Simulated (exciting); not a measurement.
# WSeS: the S K edge from the Bethe–Salpeter equation, part 2 of 2

Wanted: the near-edge spectrum and the bound core excitons at the S K edge of WSeS.

exciting sodium; X-ray absorption, core-level Bethe-Salpeter equation, exchange and statically screened direct term, Tamm-Dancoff, all-electron LAPW+lo LDA.

So far. Step 3 (A richer basis for the empty states): Against the first ground state the total energy moves by -14 meV an atom and the gap by 0.00 eV.

**4. Screening, kernels and BSE for S atom 5**

The absorber has nearest neighbours 3 W at 2.42 Å (site symmetry 3m).

File input.xml:

```
<input>
  <title>WSeS</title>
  <structure speciespath="." autormt="false" epslat="1.0e-5">
    <crystal>
      <basevect>6.1380440504 0.0000000000 0.0000000000</basevect>
      <basevect>-3.0690220252 5.3157020772 0.0000000000</basevect>
      <basevect>0.0000000000 0.0000000000 25.4333755856</basevect>
    </crystal>
    <species speciesfile="W.xml" rmt="2.240">
      <atom coord="0.6666666667 0.3333333333 0.7431533600"/>
      <atom coord="0.3333333333 0.6666666667 0.2568466400"/>
    </species>
    <species speciesfile="Se.xml" rmt="2.300">
      <atom coord="0.6666666667 0.3333333333 0.1307241100"/>
      <atom coord="0.3333333333 0.6666666667 0.8692758900"/>
    </species>
    <species speciesfile="S.xml" rmt="2.192">
      <atom coord="0.3333333333 0.6666666667 0.6297620700"/>
      <atom coord="0.6666666667 0.3333333333 0.3702379300"/>
    </species>
  </structure>
  <groundstate do="skip" xctype="LDA_PW" ngridk="6 6 1" rgkmax="7" gmaxvr="14" nempty="8" swidth="0.001" maxscl="100" epsengy="1e-5"/>
  <xs xstype="BSE" ngridk="5 5 1" ngridq="5 5 1" vkloff="0.097 0.273 0.493" rgkmax="7" nempty="55" gqmax="3" lmaxapwwf="5" lmaxemat="2" broad="0.01654" tevout="true">
    <energywindow intv="87.461 89.078" points="439"/>
    <screening screentype="full" nempty="85"/>
    <BSE xas="true" xasspecies="3" xasatom="1" xasedge="K" bsetype="singlet" nstlxas="1 51"/>
    <qpointset>
      <qpoint>0 0 0</qpoint>
    </qpointset>
    <plan>
      <doonly task="xsgeneigvec"/>
      <doonly task="writepmatxs"/>
      <doonly task="scrgeneigvec"/>
      <doonly task="scrwritepmat"/>
      <doonly task="screen"/>
      <doonly task="scrcoulint"/>
      <doonly task="exccoulint"/>
    </plan>
  </xs>
</input>
```

File input.xml for the last start (plan only):

```
  <plan>
    <doonly task="bse"/>
  </plan>
```

The run is started by

```
$ OMP_NUM_THREADS=1 mpirun -n 4 exciting
$ OMP_NUM_THREADS=4 exciting
```

Numbers of over 12 decimals in the logs are rounded to 6 here.

Log:

```text
| EXCITING SODIUM started for task xsgeneigvec ( 301)                          =
One-shot GS runs for BSE calculations
One-shot GS runs for k+qmt/2 grids
Info(xsgeneigvec): Generating eigenvectors for Q-point      1
Info(xsgeneigvec): Generation of eigenvectors finished
| EXCITING SODIUM started for task writepmatxs ( 320)                          =
Info(writepmatxs): Momentum matrix elements finished
| EXCITING SODIUM started for task scrgeneigvec ( 401)                         =
One-shot GS runs for BSE calculations
One-shot GS runs for k+qmt/2 grids
Info(xsgeneigvec): Generating eigenvectors for Q-point      1
Using screening GS parameters.
Info(xsgeneigvec): Generation of eigenvectors finished
| EXCITING SODIUM started for task scrwritepmat ( 420)                         =
Info(writepmatxs): Momentum matrix elements finished
Info(scrwritepmat): Momentum matrix elements for screening finished
| EXCITING SODIUM started for task screen ( 430)                               =
Info(screenlauncher): Calculating screening for unshifted q-grid.
Info(screenlauncher): Number of q points:       5
Info(screenlauncher): lowest (partially)  unoccupied state:     51
Info(screenlauncher): highest (partially) occupied state  :     50
Info(screenlauncher): number of occupied states considered:   50
Info(screenlauncher): number of unoccupied states considered:   86
Info(screenlauncher): Starting loop over q-points
Info(screenlauncher): Screening for unshifted q-grid finished
Info(screenlauncher): Screening finished
| EXCITING SODIUM started for task scrcoulint ( 440)                           =
Info(scrcoulintlauncher): Setting up screened Coulomb interaction matrix W.
Info(scrcoulintlauncher): Using momentum transfer vectors from list :   1 to  1
Info(scrcoulintlauncher): Calculating screened Coulomb interaction matrix W
Info(scrcoulintlauncher): Momentum transfer list index: iqmt=  1
Info(scrcoulintlauncher): Momentum transfer: vqmtl=   0.000   0.000   0.000
Info(scrcoulintlauncher): Calculating RR block of W
Info(scrcoulint): Inspecting occupations...
Info(setranges_modxs): Number of non-reduced k-points:       25
Info(setranges_modxs): Number of states considered:      106
Info(setranges_modxs): Number of (partially) occupied states:       10
Info(setranges_modxs): Highest (partially) occupied states:       50
Info(setranges_modxs): Number of (partially) unoccupied states:       56
Info(setranges_modxs): Lowest (partially) unoccupied states:       51
Info(scrcoulint): Selecting transitions...
Info(select_transitions): Inspecting transitions in the  band interval:
  lowest occupied state:   1
  highest occupied state:   2
  lowest unoccupied state:  51
  highest unoccupied state: 101
  Opening gap with a scissor of:      0.000/H      0.000/eV
Info(select_transitions): Number of participating transitions:    2550
Info(scrcoulint): Size of file SCCLI will be about     0.050385 GB
Info(scrcoulint): Using q-grid
Info(scrcoulint): Number of reduced q-points:      5
Info(scrcoulint): Number of non-reduced q-points:     25
Info(scrcoulint): Calculating W(G1,G2,qr) fourier coefficients
Info(scrcoulint): Calculating W matrix elements
Info(scrcoulintlauncher): Screened coulomb interaction finished for iqmt=   1
| EXCITING SODIUM started for task exccoulint ( 441)                           =
Info(exccoulintlauncher): Setting up exchange interaction matrix V.
Info(exccoulintlauncher): Using momentum transfer vectors from list :   1 to  1
Info(exccoulintlauncher):Calculating exchange interaction matrix V
Info(exccoulintlauncher): Momentum transfer list index: iqmt=  1
Info(exccoulintlauncher): Momentum transfer: vqmtl=   0.000   0.000   0.000
Info(exccoulintlauncher): Calculating RR block of V
Info(exccoulint): Inspecting occupations...
Info(setranges_modxs): Number of non-reduced k-points:       25
Info(setranges_modxs): Number of states considered:      106
Info(setranges_modxs): Number of (partially) occupied states:       10
Info(setranges_modxs): Highest (partially) occupied states:       50
Info(setranges_modxs): Number of (partially) unoccupied states:       56
Info(setranges_modxs): Lowest (partially) unoccupied states:       51
Info(exccoulint): Selecting transitions...
Info(select_transitions): Inspecting transitions in the  band interval:
  lowest occupied state:   1
  highest occupied state:   2
  lowest unoccupied state:  51
  highest unoccupied state: 101
  Opening gap with a scissor of:      0.000/H      0.000/eV
Info(select_transitions): Number of participating transitions:    2550
Info(exccoulint): Size of file EXCLI will be about     0.050385 GB
Info(exccoulint): Generating plane wave matrix elements for momentum transfer iqmt=   1
  Timing (in seconds)	   :     793.557
Info(exccoulint): Generating V matrix elements
Info(exccoulint): Zeroing Coulomb potential at G+qmt index:  1
Info(exccoulintlauncher): Exchange interaction finished for iqmt=   1
| EXCITING SODIUM started for task bse ( 445)                                  =
Info(bselauncher): Init time:    1.866870
Info(bselauncher): Setting up and diagonalizing BSE Hamiltonian.
Info(bselauncher): Using momentum transfer vectors from list :   1 to  1
Info(bselauncher): Distributing qmt-points over   1 processes.
Info(bselauncher): BSE type: singlet
Info(bselauncher): Momentum transfer list index: iqmt=  1
Info(bselauncher): Momentum transfer: vqmtl=   0.000   0.000   0.000
Info(bse): Inspecting occupations...
Info(setranges_modxs): Number of non-reduced k-points:       25
Info(setranges_modxs): Number of states considered:      106
Info(setranges_modxs): Number of (partially) occupied states:       10
Info(setranges_modxs): Highest (partially) occupied states:       50
Info(setranges_modxs): Number of (partially) unoccupied states:       56
Info(setranges_modxs): Lowest (partially) unoccupied states:       51
Info(select_transitions): Inspecting transitions in the  band interval:
  lowest occupied state:   1
  highest occupied state:   2
  lowest unoccupied state:  51
  highest unoccupied state: 101
  Opening gap with a scissor of:      0.000/H      0.000/eV
Info(select_transitions): Number of participating transitions:    2550
Info(bse): Selecting transitions...
Info(bse):bsegap (eV):  2392.162289
Info(bse): Assembling BSE matrix
  RR/RA blocks of global BSE-Hamiltonian:
  Size of the Hamiltonian:    2550
  Number of k-points:      25
  Distributing matrix to   1 processes
  Local matrix shape   2550 x  2550
Info(bse): max local RAM needed for BSE matrices ~     0.096895 GB
Info(setup_bse_block): Setting up RR part of hamiltonian
Info(setup_bse_block): Singlet spin state
Info(bse): Diagonalizing RR Hamiltonian (TDA)
Info(bse): Invoking Lapack routine ZHEEVR
      2550 eigen solutions found in the interval:
         i1=       1 i2=    2550
Info(bse): Writing excition energies and oscillator strengths to text file.
Info(makespectrum_dist): Making spectrum using formula for coupling with time reversed AR basis.
Info(makespectrum_dist): Using formalism for vanishing momentum transfer.
Info(writederived): Writing quantities derived from the macroscopic dielectric function.
Info(bselauncher): Spectrum finished for iqmt=  1
Info(bselauncher): All done for BSE type singlet
```

Wall time 23 min (4 MPI ranks of Intel Xeon at 2.70GHz, shared host).

Wall time by task: xsgeneigvec 12 s, writepmatxs 14 s, scrgeneigvec 8.8 s, scrwritepmat 11 s, screen 4.3 min, scrcoulint 4.6 min, exccoulint 13 min, bse 16 s.

The S K spectrum of S atom 5 (energy from the Kohn–Sham onset, core level to the lowest empty state found on the meshes used, 2391.95 eV; the ground-state mesh sets it, and the shifted mesh has its lowest transition 0.21 eV above it; Im ε scaled to the maximum of the singlet run; cut below the end of the band set):

| E (eV) | isotropic | ε ⊥ c | ε ∥ c |
| --- | --- | --- | --- |
| -4.0 | 0.02 | 0.02 | 0.02 |
| -3.5 | 0.03 | 0.03 | 0.02 |
| -3.0 | 0.03 | 0.04 | 0.02 |
| -2.5 | 0.05 | 0.05 | 0.03 |
| -2.0 | 0.07 | 0.08 | 0.04 |
| -1.5 | 0.11 | 0.13 | 0.07 |
| -1.0 | 0.22 | 0.27 | 0.12 |
| -0.5 | 0.56 | 0.71 | 0.27 |
| 0.0 | 1.00 | 1.22 | 0.56 |
| 0.5 | 0.74 | 0.81 | 0.60 |
| 1.0 | 0.52 | 0.50 | 0.56 |
| 1.5 | 0.39 | 0.36 | 0.44 |
| 2.0 | 0.32 | 0.32 | 0.31 |
| 2.5 | 0.26 | 0.26 | 0.27 |
| 3.0 | 0.17 | 0.15 | 0.21 |
| 3.5 | 0.14 | 0.11 | 0.19 |
| 4.0 | 0.16 | 0.12 | 0.24 |
| 4.5 | 0.18 | 0.14 | 0.28 |
| 5.0 | 0.19 | 0.15 | 0.27 |
| 5.5 | 0.22 | 0.15 | 0.34 |
| 6.0 | 0.28 | 0.18 | 0.47 |
| 6.5 | 0.28 | 0.22 | 0.41 |
| 7.0 | 0.26 | 0.26 | 0.26 |
| 7.5 | 0.26 | 0.29 | 0.21 |
| 8.0 | 0.25 | 0.28 | 0.19 |
| 8.5 | 0.25 | 0.29 | 0.18 |
| 9.0 | 0.27 | 0.32 | 0.18 |
| 9.5 | 0.30 | 0.33 | 0.24 |
| 10.0 | 0.28 | 0.29 | 0.28 |
| 10.5 | 0.22 | 0.23 | 0.22 |
| 11.0 | 0.18 | 0.19 | 0.16 |
| 11.5 | 0.18 | 0.19 | 0.17 |
| 12.0 | 0.21 | 0.19 | 0.26 |
| 12.5 | 0.21 | 0.19 | 0.26 |
| 13.0 | 0.17 | 0.17 | 0.18 |
| 13.5 | 0.14 | 0.15 | 0.13 |
| 14.0 | 0.13 | 0.14 | 0.11 |
| 14.5 | 0.14 | 0.14 | 0.12 |
| 15.0 | 0.16 | 0.16 | 0.15 |
| 15.5 | 0.17 | 0.17 | 0.17 |
| 16.0 | 0.18 | 0.17 | 0.19 |
| 16.5 | 0.19 | 0.19 | 0.18 |
| 17.0 | 0.18 | 0.19 | 0.16 |
| 17.5 | 0.16 | 0.17 | 0.15 |
| 18.0 | 0.15 | 0.15 | 0.14 |
| 18.5 | 0.14 | 0.15 | 0.12 |
| 19.0 | 0.14 | 0.15 | 0.13 |
| 19.5 | 0.15 | 0.15 | 0.15 |

Maxima (height): 0.0 eV (1.00), 6.2 eV (0.30), 9.6 eV (0.30), 12.2 eV (0.22) and 16.7 eV (0.19).

The Hamiltonian has 2550 rows. The lowest groups of eigenvalues and the brightest ones, on the scale above (the program counts from the shifted mesh's onset, 0.21 eV higher). Core spinors bring spin-forbidden partners, so dark means forbidden by spin or by symmetry, and the shifted mesh splits states that symmetry would keep together:

| energy (eV) | states within 10 meV | relative strength |
| --- | --- | --- |
| -0.185 | 2 | 1.00 |
| -0.162 | 2 | 0.99 |
| -0.083 | 2 | 0.28 |
| -0.050 | 2 | 0.46 |
| -0.026 | 2 | 0.23 |
| 0.054 | 2 | 0.22 |
| 0.297 | 2 | 0.25 |

**5. Independent particles**

Changes to input.xml since step 4:

```diff
@@ -25,3 +25,3 @@
     <screening screentype="full" nempty="85"/>
-    <BSE xas="true" xasspecies="3" xasatom="1" xasedge="K" bsetype="singlet" nstlxas="1 51"/>
+    <BSE xas="true" xasspecies="3" xasatom="1" xasedge="K" bsetype="IP" nstlxas="1 51"/>
     <qpointset>
@@ -30,9 +30,3 @@
     <plan>
-      <doonly task="xsgeneigvec"/>
-      <doonly task="writepmatxs"/>
-      <doonly task="scrgeneigvec"/>
-      <doonly task="scrwritepmat"/>
-      <doonly task="screen"/>
-      <doonly task="scrcoulint"/>
-      <doonly task="exccoulint"/>
+      <doonly task="bse"/>
     </plan>
```

The run is started by

```
$ OMP_NUM_THREADS=4 exciting
```

Log:

```text
| EXCITING SODIUM started for task bse ( 445)                                  =
Info(bselauncher): Init time:    1.939189
Info(bselauncher): Setting up and diagonalizing BSE Hamiltonian.
Info(bselauncher): Using momentum transfer vectors from list :   1 to  1
Info(bselauncher): Distributing qmt-points over   1 processes.
Info(bselauncher): BSE type: IP
Info(bselauncher): Momentum transfer list index: iqmt=  1
Info(bselauncher): Momentum transfer: vqmtl=   0.000   0.000   0.000
Info(bse): Inspecting occupations...
Info(setranges_modxs): Number of non-reduced k-points:       25
[...]
highest unoccupied state: 101
  Opening gap with a scissor of:      0.000/H      0.000/eV
Info(select_transitions): Number of participating transitions:    2550
Info(bse): Selecting transitions...
Info(bse):bsegap (eV):  2392.162289
Info(bse): IP requested, nothing much to do
Info(bse): Writing excition energies and oscillator strengths to text file.
Info(makespectrum_dist): Making spectrum using formula for coupling with time reversed AR basis.
Info(makespectrum_dist): Using formalism for vanishing momentum transfer.
Info(writederived): Writing quantities derived from the macroscopic dielectric function.
Info(bselauncher): Spectrum finished for iqmt=  1
Info(bselauncher): All done for BSE type IP
```

Elapsed: 3 s, on 4 threads.

Maxima (height): 1.4 eV (0.50), 7.0 eV (0.27), 10.5 eV (0.34), 12.8 eV (0.28) and 17.2 eV (0.24). The spectrum differs from the singlet run by 63 % r.m.s. Moving the earlier curve by +1.4 eV leaves 34 %. The highest maximum lies at 1.4 eV (0.50), against 0.0 eV (1.00).

**6. Exchange alone**

Changes to input.xml since step 5:

```diff
@@ -25,3 +25,3 @@
     <screening screentype="full" nempty="85"/>
-    <BSE xas="true" xasspecies="3" xasatom="1" xasedge="K" bsetype="IP" nstlxas="1 51"/>
+    <BSE xas="true" xasspecies="3" xasatom="1" xasedge="K" bsetype="RPA" nstlxas="1 51"/>
     <qpointset>
```

The run is started by

```
$ OMP_NUM_THREADS=4 exciting
```

Log:

```text
| EXCITING SODIUM started for task bse ( 445)                                  =
Info(bselauncher): Init time:    1.691219
Info(bselauncher): Setting up and diagonalizing BSE Hamiltonian.
Info(bselauncher): Using momentum transfer vectors from list :   1 to  1
Info(bselauncher): Distributing qmt-points over   1 processes.
Info(bselauncher): BSE type: RPA
Info(bselauncher): Momentum transfer list index: iqmt=  1
Info(bselauncher): Momentum transfer: vqmtl=   0.000   0.000   0.000
Info(bse): Inspecting occupations...
Info(setranges_modxs): Number of non-reduced k-points:       25
[...]
Info(setup_bse_block): Setting up RR part of hamiltonian
Info(setup_bse_block): Using RPA approximation
Info(bse): Diagonalizing RR Hamiltonian (TDA)
Info(bse): Invoking Lapack routine ZHEEVR
      2550 eigen solutions found in the interval:
         i1=       1 i2=    2550
Info(bse): Writing excition energies and oscillator strengths to text file.
Info(makespectrum_dist): Making spectrum using formula for coupling with time reversed AR basis.
Info(makespectrum_dist): Using formalism for vanishing momentum transfer.
Info(writederived): Writing quantities derived from the macroscopic dielectric function.
Info(bselauncher): Spectrum finished for iqmt=  1
Info(bselauncher): All done for BSE type RPA
```

The job ended after 22 s (4 threads).

Maxima (height): 1.4 eV (0.50), 7.0 eV (0.27), 10.5 eV (0.34), 12.8 eV (0.28) and 17.2 eV (0.24). The spectrum is that of the independent-particle run within 1 %.

**7. A changed run**

In this try the input is made faulty on purpose, to show what that does.

Changes to input.xml since step 6:

```diff
@@ -24,4 +24,4 @@
     <energywindow intv="87.461 89.078" points="439"/>
-    <screening screentype="full" nempty="85"/>
-    <BSE xas="true" xasspecies="3" xasatom="1" xasedge="K" bsetype="RPA" nstlxas="1 51"/>
+    <screening screentype="full" nempty="3"/>
+    <BSE xas="true" xasspecies="3" xasatom="1" xasedge="K" bsetype="singlet" nstlxas="1 51"/>
     <qpointset>
@@ -30,3 +30,6 @@
     <plan>
-      <doonly task="bse"/>
+      <doonly task="scrgeneigvec"/>
+      <doonly task="scrwritepmat"/>
+      <doonly task="screen"/>
+      <doonly task="scrcoulint"/>
     </plan>
```

File input.xml for the last start (plan only):

```
  <plan>
    <doonly task="bse"/>
  </plan>
```

The run is started by

```
$ OMP_NUM_THREADS=1 mpirun -n 4 exciting
$ OMP_NUM_THREADS=4 exciting
```

Log:

```text
| EXCITING SODIUM started for task scrgeneigvec ( 401)                         =
One-shot GS runs for BSE calculations
One-shot GS runs for k+qmt/2 grids
Info(xsgeneigvec): Generating eigenvectors for Q-point      1
Using screening GS parameters.
Info(xsgeneigvec): Generation of eigenvectors finished
| EXCITING SODIUM started for task scrwritepmat ( 420)                         =
Info(writepmatxs): Momentum matrix elements finished
Info(scrwritepmat): Momentum matrix elements for screening finished
| EXCITING SODIUM started for task screen ( 430)                               =
[...]
Info(setup_bse_block): Setting up RR part of hamiltonian
Info(setup_bse_block): Singlet spin state
Info(bse): Diagonalizing RR Hamiltonian (TDA)
Info(bse): Invoking Lapack routine ZHEEVR
      2550 eigen solutions found in the interval:
         i1=       1 i2=    2550
Info(bse): Writing excition energies and oscillator strengths to text file.
Info(makespectrum_dist): Making spectrum using formula for coupling with time reversed AR basis.
Info(makespectrum_dist): Using formalism for vanishing momentum transfer.
Info(writederived): Writing quantities derived from the macroscopic dielectric function.
Info(bselauncher): Spectrum finished for iqmt=  1
Info(bselauncher): All done for BSE type singlet
```

Run time: 6.6 min. Hardware: 4 MPI ranks.

Wall time by task: scrgeneigvec 13 s, scrwritepmat 11 s, screen 54 s, scrcoulint 4.9 min, bse 20 s.

The input has a fault: far too few empty states in the screening. The spectrum differs from the singlet run by 110 % r.m.s. Moving the earlier curve by -1.6 eV leaves 41 %. The highest maximum lies at -1.5 eV (1.66), against 0.0 eV (1.00). The first bright state moves from -0.19 to -1.58 eV. Too few states underscreen, so the attraction is too strong.

| E (eV) | first run | this run |
| --- | --- | --- |
| -5.0 | 0.01 | 0.03 |
| -4.0 | 0.02 | 0.06 |
| -3.0 | 0.03 | 0.16 |
| -2.0 | 0.07 | 0.86 |
| -1.0 | 0.22 | 1.06 |
| 0.0 | 1.00 | 0.27 |
| 1.0 | 0.52 | 0.20 |
| 2.0 | 0.32 | 0.16 |
| 3.0 | 0.17 | 0.11 |
| 4.0 | 0.16 | 0.17 |
| 5.0 | 0.19 | 0.24 |
| 6.0 | 0.28 | 0.28 |
| 7.0 | 0.26 | 0.24 |
| 8.0 | 0.25 | 0.21 |
| 9.0 | 0.27 | 0.22 |
| 10.0 | 0.28 | 0.17 |
| 11.0 | 0.18 | 0.13 |
| 12.0 | 0.21 | 0.16 |
| 13.0 | 0.17 | 0.11 |
| 14.0 | 0.13 | 0.10 |
| 15.0 | 0.16 | 0.13 |
| 16.0 | 0.18 | 0.14 |
| 17.0 | 0.18 | 0.12 |
| 18.0 | 0.15 | 0.10 |
| 19.0 | 0.14 | 0.11 |

**8. The levels of theory side by side**

| level | curve passes 0.15 (eV) | highest maximum (eV) | its height |
| --- | --- | --- | --- |
| IP | 0.2 | 1.4 | 0.50 |
| RPA | 0.2 | 1.4 | 0.50 |
| singlet | -1.2 | 0.0 | 1.00 |

| E (eV) | IP | RPA | singlet |
| --- | --- | --- | --- |
| -4.0 | 0.01 | 0.01 | 0.02 |
| -3.0 | 0.01 | 0.01 | 0.03 |
| -2.0 | 0.02 | 0.02 | 0.07 |
| -1.0 | 0.04 | 0.04 | 0.22 |
| 0.0 | 0.12 | 0.12 | 1.00 |
| 1.0 | 0.41 | 0.41 | 0.52 |
| 2.0 | 0.46 | 0.46 | 0.32 |
| 3.0 | 0.40 | 0.40 | 0.17 |
| 4.0 | 0.17 | 0.17 | 0.16 |
| 5.0 | 0.17 | 0.17 | 0.19 |
| 6.0 | 0.19 | 0.19 | 0.28 |
| 7.0 | 0.27 | 0.27 | 0.26 |
| 8.0 | 0.25 | 0.25 | 0.25 |
| 9.0 | 0.24 | 0.24 | 0.27 |
| 10.0 | 0.31 | 0.31 | 0.28 |
| 11.0 | 0.29 | 0.29 | 0.18 |
| 12.0 | 0.24 | 0.24 | 0.21 |
| 13.0 | 0.27 | 0.27 | 0.17 |
| 14.0 | 0.18 | 0.18 | 0.13 |
| 15.0 | 0.17 | 0.17 | 0.16 |
| 16.0 | 0.21 | 0.21 | 0.18 |
| 17.0 | 0.24 | 0.24 | 0.18 |
| 18.0 | 0.22 | 0.22 | 0.15 |
| 19.0 | 0.21 | 0.21 | 0.14 |

**9. What came out**

| Item | Value |
| --- | --- |
| absorber and edge | S K, atom 5 |
| surroundings | nearest neighbours 3 W at 2.42 Å (site symmetry 3m) |
| first bright state | -0.19 eV from the Kohn–Sham onset, on this mesh |
| highest maximum | 0.0 eV |
| cost of the BSE run | 23 min on 4 MPI ranks of Intel Xeon at 2.70GHz, shared host; the last task ran on as many threads |

What this shows: Is a core exciton bound? Undecided on this mesh: the first bright state (over 5 % of the brightest) lies at -0.19 eV from the Kohn–Sham onset and at -0.40 eV from the lowest bare transition of its own mesh. Exchange alone changes the independent-particle spectrum by 0.1 % r.m.s. A mesh of 25 points doesn't converge binding energies, and fine structure above the first lines is partly noise of the mesh. Exchange and the short-range direct term aren't converged in the kernel cutoff. The zero comes from the unshifted 6×6×1 ground-state mesh; it is exact only where the band minimum lies on that mesh. The Kohn–Sham onset, 2392 eV, is no photon energy (tabulated edge of the element: 2472 eV): the scale needs a rigid shift. No quasiparticle correction widens the gap or stretches the bands. Vibrations and energy-dependent lifetimes are left out. The structure is a Materials Project entry, computed there, and may be a hypothetical form.

[Banner, clock and machine lines of the logs are left out without a mark of their own.]

[Logs are printed without paths, hosts, clocks, repeated set-up lines and the standing remarks that a program may print on its own settings, such as how far it seeks lower states.]

[Hosts, paths, dates, database ids (printed as entryN), source tags and the programs' standing remarks are cut or masked in the printed files.]
